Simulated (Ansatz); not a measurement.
# Liquid Be14.0F57.4La0.4Li28.1 (235 atoms) by DFT dynamics

Wanted: pair distributions and atomic motion in Be14.0F57.4La0.4Li28.1 (235 atoms) at high temperature.

Calculated with Ansatz 0.2.0; Kohn-Sham DFT, PBE, PAW (set soft_2), plane waves.

## 1. Set-up

The cell holds 235 atoms: 33 Be, 135 F, 1 La and 66 Li. Its edges and angles: a = 14.238 Å, b = 14.238 Å, c = 14.238 Å, α = 90.0°, β = 90.0°, γ = 90.0°. 235 atoms (33 Be, 135 F, 1 La, 66 Li) packed at random in a cube at 1.99 g/cm³ and pushed apart as soft spheres, cations and anions kept from their own kind; a start for melting by ab initio MD, not an equilibrated structure. The starting density is a measured one.

Before any run, some limits are plain. Only the Γ point is sampled, in a cell whose shortest periodic width is 14 Å. The levels lack spin–orbit coupling, which is large for the heavy elements here.

## 2. Single point at the start

A single point comes first, to see the forces before anything moves.

Contents of input.yaml:

```yaml
crystal:
  lattice:
    - [14.2382, 0.0, 0.0]
    - [0.0, 14.2382, 0.0]
    - [0.0, 0.0, 14.2382]
  atoms:
    - { symbol: Be, position: [0.77417, 0.58476, 0.6353] }
    - { symbol: Be, position: [0.85206, 0.08578, 0.84582] }
    - { symbol: Be, position: [0.51798, 0.20496, 0.3757] }
    - { symbol: Be, position: [0.69718, 0.99504, 0.21514] }
    [... 225 atom lines left out ...]
    - { symbol: Li, position: [0.37287, 0.04402, 0.8823] }
    - { symbol: Li, position: [0.43364, 0.48479, 0.53975] }
    - { symbol: Li, position: [0.78185, 0.73458, 0.12361] }
    - { symbol: Li, position: [0.73261, 0.44627, 0.04972] }
    - { symbol: Li, position: [0.56899, 0.481, 0.26525] }
    - { symbol: Li, position: [0.09834, 0.74422, 0.50604] }
kpoints:
  mp_grid: { grid: [1, 1, 1] }
hamiltonian:
  xc: pbe
scf:
  occupations: { method: fermi_dirac, width: 0.1 }
output:
  forces: true
```

Started as:

```bash
$ ansatz run input.yaml --threads 32 --pin off --max-ram 143360MiB --backend cuda --events-out ev --progress --plain --runs-dir out
```

It took 2.7 s on 1 × NVIDIA GB200 with 32 threads of Arm Neoverse V2, shared host; peak memory 1.7 GiB; 7.6 s of CPU time.

That memory is the host's; the program planned up to 7.8 GiB on the GPU. Forces of this run were stored rounded, and per-atom blocks of the log weren't kept.

Numbers from this run:

```
free energy            : -131993.9745 eV
free energy per atom   : -561.6765 eV/atom
SCF cycles             : 19
r.m.s. force component : 1.409 eV/Å
longest force          : 5.864 eV/Å
Fermi energy           : 1.359 eV
```

The r.m.s. force component of 1.4 eV/Å sets the starting point.

Length of the force by element:

| element | coordination | atoms | mean length of the force (eV/Å) | spread | least | most |
| --- | --- | --- | --- | --- | --- | --- |
| Be | all | 33 | 3.11 | 1.44 | 0.635 | 5.86 |
| F | all | 135 | 2.26 | 1.03 | 0.329 | 5.09 |
| La | all | 1 | 1.97 | 0 | 1.97 | 1.97 |
| Li | all | 66 | 1.48 | 0.650 | 0.212 | 3.18 |

## 3. Melting at 1160 K

The random start is held at a high temperature, to make it forget its packing.

input.yaml, as its differences from that of step 2:

```diff
@@ -15 +15,8 @@
   forces: true
+md:
+  timestep: 2
+  n_steps: 190
+  ensemble: nvt_langevin
+  temperature: 1160
+  initial_velocities: maxwell_boltzmann
+  seed: 6440
```

Wall time 2.5 min (1 × NVIDIA GB200 with 32 threads); peak memory 1.8 GiB; 9.2 min of CPU time.

That memory is the host's.

The program notes that it switched symmetry off.

Rows from the run:

| time (fs) | T (K) | potential (meV/atom) |
| --- | --- | --- |
| 0.0 | 1155 | 0.0 |
| 24.0 | 3799 | -416.5 |
| 52.0 | 3535 | -575.8 |
| 76.0 | 3250 | -693.4 |
| 104.0 | 2686 | -765.5 |
| 128.0 | 2495 | -842.7 |
| 152.0 | 2180 | -880.4 |
| 180.0 | 1914 | -919.0 |
| 200.0 | 1913 | -948.8 |
| 228.0 | 1612 | -967.6 |
| 252.0 | 1474 | -976.4 |
| 276.0 | 1464 | -1003.0 |
| 304.0 | 1421 | -1011.0 |
| 328.0 | 1453 | -1035.0 |
| 356.0 | 1318 | -1033.5 |
| 380.0 | 1264 | -1034.9 |

Mean square displacement from the first frame to the last: Be 3.3 Å², F 2.7 Å², La 0.67 Å², Li 6.5 Å².

Table of mean square displacement by time lag:

| time lag (fs) | Be (Å²) | F (Å²) | La (Å²) | Li (Å²) |
| --- | --- | --- | --- | --- |
| 2.0 | 0.00292 | 0.00106 | 1.7e-4 | 0.00311 |
| 8.0 | 0.0427 | 0.0165 | 0.00274 | 0.0482 |
| 16.0 | 0.134 | 0.0612 | 0.0105 | 0.176 |
| 24.0 | 0.221 | 0.124 | 0.0225 | 0.350 |
| 32.0 | 0.290 | 0.196 | 0.0374 | 0.536 |
| 40.0 | 0.352 | 0.271 | 0.0542 | 0.715 |
| 48.0 | 0.415 | 0.343 | 0.0717 | 0.882 |
| 56.0 | 0.476 | 0.412 | 0.0891 | 1.04 |
| 64.0 | 0.532 | 0.477 | 0.106 | 1.19 |
| 72.0 | 0.583 | 0.539 | 0.122 | 1.33 |
| 80.0 | 0.631 | 0.598 | 0.138 | 1.46 |
| 88.0 | 0.679 | 0.656 | 0.154 | 1.59 |
| 96.0 | 0.727 | 0.713 | 0.170 | 1.72 |
| 102.0 | 0.763 | 0.756 | 0.182 | 1.81 |
| 110.0 | 0.812 | 0.812 | 0.199 | 1.94 |
| 118.0 | 0.862 | 0.867 | 0.216 | 2.06 |
| 126.0 | 0.914 | 0.921 | 0.233 | 2.19 |
| 134.0 | 0.968 | 0.975 | 0.249 | 2.32 |
| 142.0 | 1.02 | 1.03 | 0.264 | 2.46 |
| 150.0 | 1.07 | 1.08 | 0.278 | 2.59 |
| 158.0 | 1.12 | 1.13 | 0.292 | 2.71 |
| 166.0 | 1.17 | 1.18 | 0.306 | 2.84 |
| 174.0 | 1.22 | 1.23 | 0.318 | 2.96 |
| 182.0 | 1.28 | 1.28 | 0.330 | 3.09 |
| 190.0 | 1.35 | 1.34 | 0.341 | 3.22 |

Over the second half of 380 fs the temperature averages 1495 K, falling from about 1781 to 1304 K (means over the first and last quarter of that half). From first frame to last Li has the largest mean square displacement, 6.5 Å² at the end; the farthest move is 4.93 Å. By the end of the lags followed (0.19 ps), the least mobile element has a mean square displacement of 0.34 Å², too little over such short lags to show that the memory of the start is lost. The mean temperature of 1495 K lies well off the 1160 K of the input, so the thermostat hasn't yet brought the run to equilibrium. The run spans 0.38 ps, too short for its means to be equilibrium values.

## 4. Brought to 773 K

A Langevin thermostat brings the cell to the temperature of interest.

Contents of input.yaml:

```yaml
crystal:
  lattice:
    - [14.2382, 0.0, 0.0]
    - [0.0, 14.2382, 0.0]
    - [0.0, 0.0, 14.2382]
  atoms:
    - { symbol: Be, position: [0.71501, 0.70088, 0.66332] }
    - { symbol: Be, position: [0.80475, 0.08927, 0.80149] }
    - { symbol: Be, position: [0.52968, 0.16135, 0.32401] }
    - { symbol: Be, position: [0.64123, 0.03194, 0.20242] }
    [... 225 atom lines left out ...]
    - { symbol: Li, position: [0.32109, 0.94775, 0.63068] }
    - { symbol: Li, position: [0.39393, 0.47209, 0.71659] }
    - { symbol: Li, position: [0.70146, 0.67558, 0.15984] }
    - { symbol: Li, position: [0.69097, 0.39032, 0.07404] }
    - { symbol: Li, position: [0.72879, 0.50779, 0.26788] }
    - { symbol: Li, position: [0.12793, 0.59993, 0.45689] }
kpoints:
  mp_grid: { grid: [1, 1, 1] }
hamiltonian:
  xc: pbe
scf:
  occupations: { method: fermi_dirac, width: 0.067 }
output:
  forces: true
md:
  timestep: 2
  n_steps: 260
  ensemble: nvt_langevin
  temperature: 773
  initial_velocities: maxwell_boltzmann
  seed: 7810
```

Wall time 2.6 min (1 × NVIDIA GB200 with 32 threads); peak memory 1.6 GiB.

That memory is the host's.

The trajectory, sampled:

| time (fs) | T (K) | potential (meV/atom) |
| --- | --- | --- |
| 0.0 | 770 | 0.0 |
| 36.0 | 898 | -38.5 |
| 72.0 | 937 | -56.4 |
| 108.0 | 910 | -60.2 |
| 138.0 | 923 | -76.6 |
| 174.0 | 892 | -90.7 |
| 210.0 | 826 | -93.4 |
| 246.0 | 814 | -96.8 |
| 276.0 | 802 | -98.8 |
| 312.0 | 784 | -100.6 |
| 348.0 | 796 | -99.8 |
| 384.0 | 793 | -100.9 |
| 414.0 | 807 | -103.1 |
| 450.0 | 747 | -90.6 |
| 486.0 | 793 | -93.4 |
| 520.0 | 819 | -98.1 |

Mean square displacement from the first frame to the last: Be 0.70 Å², F 1.1 Å², La 0.72 Å², Li 2.7 Å².

Mean square displacement against time lag:

| time lag (fs) | Be (Å²) | F (Å²) | La (Å²) | Li (Å²) |
| --- | --- | --- | --- | --- |
| 2 | 9.2e-4 | 4.4e-4 | 5.4e-5 | 0.00123 |
| 22 | 0.0545 | 0.0435 | 0.00609 | 0.116 |
| 34 | 0.0703 | 0.0868 | 0.0137 | 0.216 |
| 54 | 0.107 | 0.161 | 0.0312 | 0.351 |
| 76 | 0.145 | 0.236 | 0.0565 | 0.470 |
| 98 | 0.183 | 0.307 | 0.0874 | 0.573 |
| 108 | 0.203 | 0.337 | 0.103 | 0.614 |
| 130 | 0.236 | 0.398 | 0.140 | 0.698 |
| 152 | 0.270 | 0.454 | 0.180 | 0.774 |
| 162 | 0.284 | 0.477 | 0.199 | 0.804 |
| 184 | 0.310 | 0.524 | 0.242 | 0.863 |
| 206 | 0.337 | 0.571 | 0.286 | 0.924 |
| 226 | 0.364 | 0.615 | 0.329 | 0.982 |
| 238 | 0.384 | 0.642 | 0.356 | 1.02 |
| 260 | 0.421 | 0.695 | 0.409 | 1.09 |

Over the second half of 520 fs the temperature averages 785 K with swings of 36 K r.m.s. From first frame to last Li has the largest mean square displacement, 2.7 Å² at the end; the farthest move is 4.62 Å. The run spans 0.52 ps, too short for its means to be equilibrium values.

## 5. Liquid at 773 K

The hot cell is sampled with a Nosé–Hoover thermostat, which disturbs diffusion little, and with stress on.

Contents of input.yaml:

```yaml
crystal:
  lattice:
    - [14.2382, 0.0, 0.0]
    - [0.0, 14.2382, 0.0]
    - [0.0, 0.0, 14.2382]
  atoms:
    - { symbol: Be, position: [0.71059, 0.70281, 0.7069] }
    - { symbol: Be, position: [0.80247, 0.12001, 0.83809] }
    - { symbol: Be, position: [0.43133, 0.14213, 0.2919] }
    - { symbol: Be, position: [0.62501, 0.08067, 0.20782] }
    [... 225 atom lines left out ...]
    - { symbol: Li, position: [0.29404, 0.97543, 0.59317] }
    - { symbol: Li, position: [0.41739, 0.52263, 0.69182] }
    - { symbol: Li, position: [0.68327, 0.66341, 0.24176] }
    - { symbol: Li, position: [0.67032, 0.5403, 0.03615] }
    - { symbol: Li, position: [0.40915, 0.55873, 0.33713] }
    - { symbol: Li, position: [0.08459, 0.63343, 0.54507] }
kpoints:
  mp_grid: { grid: [1, 1, 1] }
hamiltonian:
  xc: pbe
scf:
  occupations: { method: fermi_dirac, width: 0.067 }
output:
  forces: true
  stress: true
md:
  timestep: 2
  n_steps: 1430
  ensemble: nvt_nose_hoover
  temperature: 773
  initial_velocities: maxwell_boltzmann
  seed: 7
```

Elapsed: 15 min, on 1 × NVIDIA GB200 with 32 threads; peak memory 1.7 GiB.

That memory is the host's.

The program notes that the SCF threshold is loose for the stress.

Rows from the run:

| time (fs) | T (K) | potential (meV/atom) | conserved (meV/atom) |
| --- | --- | --- | --- |
| 0.0 | 773 | 0.0 | 0.00 |
| 210.0 | 818 | -14.8 | -0.01 |
| 390.0 | 752 | -21.5 | 0.01 |
| 600.0 | 827 | -19.8 | -0.04 |
| 780.0 | 744 | -20.2 | -0.06 |
| 960.0 | 767 | -31.9 | -0.12 |
| 1170.0 | 810 | -22.0 | -0.11 |
| 1350.0 | 816 | -39.6 | -0.20 |
| 1530.0 | 759 | -29.7 | -0.07 |
| 1710.0 | 822 | -30.1 | -0.11 |
| 1906.0 | 785 | -42.5 | -0.21 |
| 2100.0 | 762 | -31.9 | -0.07 |
| 2280.0 | 778 | -24.5 | -0.10 |
| 2490.0 | 838 | -25.5 | -0.07 |
| 2670.0 | 776 | -33.5 | -0.12 |
| 2860.0 | 721 | -30.2 | -0.08 |

Mean square displacement from the first frame to the last: Be 1.7 Å², F 2.5 Å², La 1.9 Å², Li 5.8 Å².

The mean square displacement by time lag:

| time lag (fs) | Be (Å²) | F (Å²) | La (Å²) | Li (Å²) |
| --- | --- | --- | --- | --- |
| 2 | 8.6e-4 | 4.1e-4 | 5.5e-5 | 0.00111 |
| 120 | 0.202 | 0.371 | 0.123 | 0.622 |
| 180 | 0.277 | 0.507 | 0.201 | 0.799 |
| 298 | 0.384 | 0.693 | 0.329 | 1.09 |
| 418 | 0.440 | 0.802 | 0.429 | 1.35 |
| 536 | 0.480 | 0.878 | 0.513 | 1.59 |
| 596 | 0.505 | 0.916 | 0.532 | 1.70 |
| 716 | 0.547 | 0.991 | 0.550 | 1.92 |
| 834 | 0.587 | 1.06 | 0.515 | 2.12 |
| 894 | 0.605 | 1.09 | 0.491 | 2.22 |
| 1012 | 0.630 | 1.15 | 0.453 | 2.32 |
| 1132 | 0.630 | 1.19 | 0.508 | 2.45 |
| 1250 | 0.626 | 1.22 | 0.558 | 2.56 |
| 1310 | 0.633 | 1.25 | 0.586 | 2.61 |
| 1430 | 0.662 | 1.30 | 0.670 | 2.78 |

The vibrational density of states has structure finer than the step of the table below, so its rows give means over 100 cm⁻¹, whole bins alone (the curve runs from 0 to 1493 cm⁻¹). Peaks (cm⁻¹: height): Be 364.2: 0.103, 815.7: 0.339, 844.8: 0.319; F 160.2: 1.48, 378.7: 1.05; La 29.1: 0.0132, 72.8: 0.0481, 160.2: 0.0134; Li 254.9: 0.577, 349.6: 0.664, 437.0: 0.512.

From 1145 steps of 2.0 fs, resolution about 15 cm-1. The vibrational density of states by wavenumber; means over each step; values in 1e-3 per cm⁻¹:

| wavenumber (cm⁻¹) | Be | F | La | Li |
| --- | --- | --- | --- | --- |
| 100 | 0.0688 | 1.33 | 0.0187 | 0.393 |
| 200 | 0.0611 | 1.40 | 0.00515 | 0.527 |
| 300 | 0.0611 | 1.05 | 0.00219 | 0.513 |
| 400 | 0.0812 | 0.800 | 0.00126 | 0.492 |
| 500 | 0.0754 | 0.416 | 2.9e-4 | 0.392 |
| 600 | 0.127 | 0.233 | 1.8e-4 | 0.200 |
| 700 | 0.227 | 0.0951 | 9.5e-5 | 0.0834 |
| 800 | 0.310 | 0.0871 | 5.9e-5 | 0.0418 |
| 900 | 0.216 | 0.0613 | 3.7e-5 | 0.0210 |
| 1000 | 0.0760 | 0.0238 | 4.6e-6 | 0.00999 |
| 1100 | 0.0172 | 0.00714 | 2.6e-6 | 0.00490 |
| 1200 | 0.00849 | 0.00396 | 7.3e-7 | 0.00270 |
| 1300 | 0.00643 | 0.00267 | 2.5e-7 | 0.00136 |
| 1400 | 0.00407 | 0.00168 | 1.9e-7 | 6.7e-4 |

Over the second half of 2860 fs the temperature averages 775 K with swings of 37 K r.m.s. The conserved energy stays within 0.21 meV/atom. From first frame to last Li has the largest mean square displacement, 5.8 Å² at the end; the farthest move is 5.13 Å. By the end of the lags followed (1.43 ps), the least mobile element has a mean square displacement of 0.66 Å², levelling off over these lags, as for caged atoms. The slope of the later half of the mean square displacement gives diffusion coefficients of about 1.9e-5 cm²/s (Li); over so short a run these are rough. Distinct peaks of the vibrational density of states (Be) stand at 364, 816 and 845 cm⁻¹; the one at 816 cm⁻¹ is strongest. The run spans 2.86 ps, short against slow rearrangements.

## 6. Structure statistics late in the run

The g(r) is a mean over the second half; what follows it is taken at the last frame.

Density 1.99 g/cm³, 12.28 Å³ an atom.

Mean of 14 frames. g(r), total and by pair (bins of 0.2 Å):

| r (Å) | total | F-F | F-Li | F-Be | F-La | Li-Li | Li-Be |
| --- | --- | --- | --- | --- | --- | --- | --- |
| 1.30 | 0.03 | 0.00 | 0.00 | 0.17 | 0.00 | 0.00 | 0.00 |
| 1.50 | 1.35 | 0.00 | 0.07 | 8.22 | 0.00 | 0.00 | 0.00 |
| 1.70 | 1.40 | 0.00 | 2.02 | 4.67 | 0.00 | 0.00 | 0.00 |
| 1.90 | 1.18 | 0.00 | 3.45 | 0.42 | 0.00 | 0.00 | 0.00 |
| 2.10 | 0.63 | 0.01 | 1.91 | 0.04 | 0.53 | 0.01 | 0.00 |
| 2.30 | 0.51 | 0.47 | 0.92 | 0.01 | 3.16 | 0.13 | 0.22 |
| 2.50 | 0.97 | 2.03 | 0.51 | 0.03 | 4.33 | 0.58 | 0.72 |
| 2.70 | 1.02 | 2.00 | 0.42 | 0.07 | 1.86 | 1.15 | 1.18 |
| 2.90 | 0.98 | 1.40 | 0.51 | 0.21 | 0.73 | 1.63 | 1.89 |
| 3.10 | 1.07 | 1.27 | 0.58 | 0.54 | 0.33 | 1.86 | 2.51 |
| 3.30 | 1.06 | 1.19 | 0.73 | 0.88 | 0.29 | 1.85 | 1.68 |
| 3.50 | 0.99 | 0.97 | 0.91 | 1.07 | 0.20 | 1.29 | 1.14 |
| 3.70 | 0.97 | 0.77 | 1.07 | 1.31 | 0.30 | 1.14 | 0.67 |
| 3.90 | 0.99 | 0.70 | 1.19 | 1.50 | 1.13 | 0.78 | 0.58 |
| 4.10 | 1.03 | 0.68 | 1.29 | 1.54 | 0.68 | 0.81 | 0.65 |
| 4.30 | 1.06 | 0.75 | 1.36 | 1.34 | 1.47 | 0.71 | 0.78 |
| 4.50 | 1.00 | 0.90 | 1.21 | 1.03 | 1.41 | 0.75 | 0.82 |
| 4.70 | 1.00 | 1.01 | 1.05 | 0.95 | 1.62 | 0.81 | 0.99 |
| 4.90 | 1.01 | 1.14 | 0.96 | 0.82 | 1.49 | 0.81 | 1.14 |
| 5.10 | 0.99 | 1.21 | 0.85 | 0.76 | 1.18 | 0.95 | 1.05 |
| 5.30 | 1.01 | 1.21 | 0.82 | 0.78 | 1.06 | 1.18 | 1.12 |
| 5.50 | 0.99 | 1.15 | 0.82 | 0.85 | 0.88 | 1.04 | 1.23 |
| 5.70 | 0.99 | 1.04 | 0.86 | 0.98 | 0.86 | 1.19 | 1.13 |
| 5.90 | 1.00 | 0.99 | 0.94 | 1.06 | 0.85 | 1.15 | 1.02 |
| 6.10 | 1.01 | 0.95 | 1.03 | 1.15 | 0.65 | 1.08 | 0.92 |
| 6.30 | 0.99 | 0.89 | 1.06 | 1.15 | 0.88 | 1.00 | 0.85 |
| 6.50 | 0.99 | 0.88 | 1.08 | 1.13 | 0.91 | 1.00 | 0.83 |
| 6.70 | 1.00 | 0.91 | 1.08 | 1.12 | 0.98 | 0.91 | 0.86 |

Bonds by pair of elements; cutoffs follow the first minimum of g(r), held within bounds set by covalent radii, and pairs that aren't listed don't count as bonded:

| pair A-B | cutoff (Å) | bonds | mean length (Å) | spread (Å) | shortest (Å) | B about A | A about B |
| --- | --- | --- | --- | --- | --- | --- | --- |
| F-Li | 2.46 | 252 | 1.99 | 0.194 | 1.60 | 1.87 | 3.82 |
| F-Be | 2.03 | 129 | 1.58 | 0.097 | 1.38 | 0.956 | 3.91 |
| F-La | 3.51 | 8 | 2.51 | 0.17 | 2.22 | 0.059 | 8 |

How many atoms have how many bonded neighbours:

| element | mean | 2 | 3 | 4 | 5 | 8 |
| --- | --- | --- | --- | --- | --- | --- |
| Be | 3.91 | 0 | 3 | 30 | 0 | 0 |
| F | 2.88 | 39 | 73 | 23 | 0 | 0 |
| La | 8 | 0 | 0 | 0 | 0 | 1 |
| Li | 3.82 | 2 | 17 | 38 | 9 | 0 |

Bond angles, per cent of each kind in bins of 5°:

| angle (°) | F-Li-F | Li-F-Li | F-Be-F | Be-F-Li | F-La-F |
| --- | --- | --- | --- | --- | --- |
| 55–60 | 0.0 | 0.0 | 0.0 | 0.0 | 3.6 |
| 60–65 | 0.5 | 0.5 | 0.0 | 0.0 | 7.1 |
| 65–70 | 2.2 | 0.5 | 0.0 | 0.6 | 3.6 |
| 70–75 | 2.4 | 1.6 | 0.0 | 0.0 | 7.1 |
| 75–80 | 5.1 | 4.2 | 0.0 | 1.2 | 14.3 |
| 80–85 | 4.9 | 4.7 | 0.0 | 2.4 | 14.3 |
| 85–90 | 5.9 | 5.2 | 1.1 | 8.8 | 7.1 |
| 90–95 | 9.2 | 7.8 | 5.3 | 7.1 | 0.0 |
| 95–100 | 9.4 | 7.3 | 9.0 | 4.7 | 3.6 |
| 100–105 | 10.0 | 6.8 | 16.9 | 5.3 | 0.0 |
| 105–110 | 9.7 | 9.4 | 22.2 | 8.2 | 0.0 |
| 110–115 | 7.5 | 13.5 | 19.0 | 8.8 | 0.0 |
| 115–120 | 7.8 | 12.0 | 13.8 | 9.4 | 0.0 |
| 120–125 | 6.2 | 6.8 | 6.3 | 8.2 | 7.1 |
| 125–130 | 4.0 | 5.7 | 3.2 | 6.5 | 7.1 |
| 130–135 | 3.2 | 4.7 | 2.1 | 8.8 | 0.0 |
| 135–140 | 4.0 | 3.6 | 0.5 | 1.8 | 7.1 |
| 140–145 | 1.9 | 1.6 | 0.5 | 6.5 | 10.7 |
| 145–150 | 1.1 | 2.1 | 0.0 | 1.2 | 7.1 |
| 150–155 | 1.9 | 1.0 | 0.0 | 4.7 | 0.0 |
| 155–160 | 1.1 | 0.0 | 0.0 | 2.9 | 0.0 |
| 160–165 | 0.3 | 0.5 | 0.0 | 1.2 | 0.0 |
| 165–170 | 1.1 | 0.5 | 0.0 | 1.2 | 0.0 |
| 170–175 | 0.0 | 0.0 | 0.0 | 0.6 | 0.0 |
| 175–180 | 0.5 | 0.0 | 0.0 | 0.0 | 0.0 |

Bond angles (no mean is given where the spread exceeds 20°):

| angle | count | mean (°) | spread (°) |
| --- | --- | --- | --- |
| F-Li-F | 371 | - | - |
| Li-F-Li | 192 | 110 | 19.2 |
| F-Be-F | 189 | 110 | 9.7 |
| Be-F-Li | 170 | - | - |
| F-La-F | 28 | - | - |

Bond length by coordination (bonds to H left out):

| element | coordination | atoms | mean bond length (Å) |
| --- | --- | --- | --- |
| Be | 3 | 3 | 1.52 |
| Be | 4 | 30 | 1.59 |
| F | 2 | 39 | 1.71 |
| F | 3 | 73 | 1.88 |
| F | 4 | 23 | 1.98 |
| Li | 2 | 2 | 1.82 |
| Li | 3 | 17 | 1.95 |
| Li | 4 | 38 | 1.98 |
| Li | 5 | 9 | 2.10 |

First main peaks of g(r), for some of the pairs, lie near 2.6 Å (F-F), 1.8 Å (F-Li), 1.6 Å (F-Be), 2.4 Å (F-La), 3.1 Å (Li-Li) and 3.1 Å (Li-Be). Counting bonds as in the table, 91 % of Be atoms have 4, 54 % of F atoms have 3, all La atoms have 8 and 58 % of Li atoms have 4 bonded neighbours.

(Part 1 of 2 ends here.)

[Logs are printed without paths, hosts, clocks, repeated set-up lines and the standing remarks that a program may print on its own settings, such as how far it seeks lower states.]

[Hosts, paths, dates, database ids (printed as entryN), source tags and the programs' standing remarks are cut or masked in the printed files.]
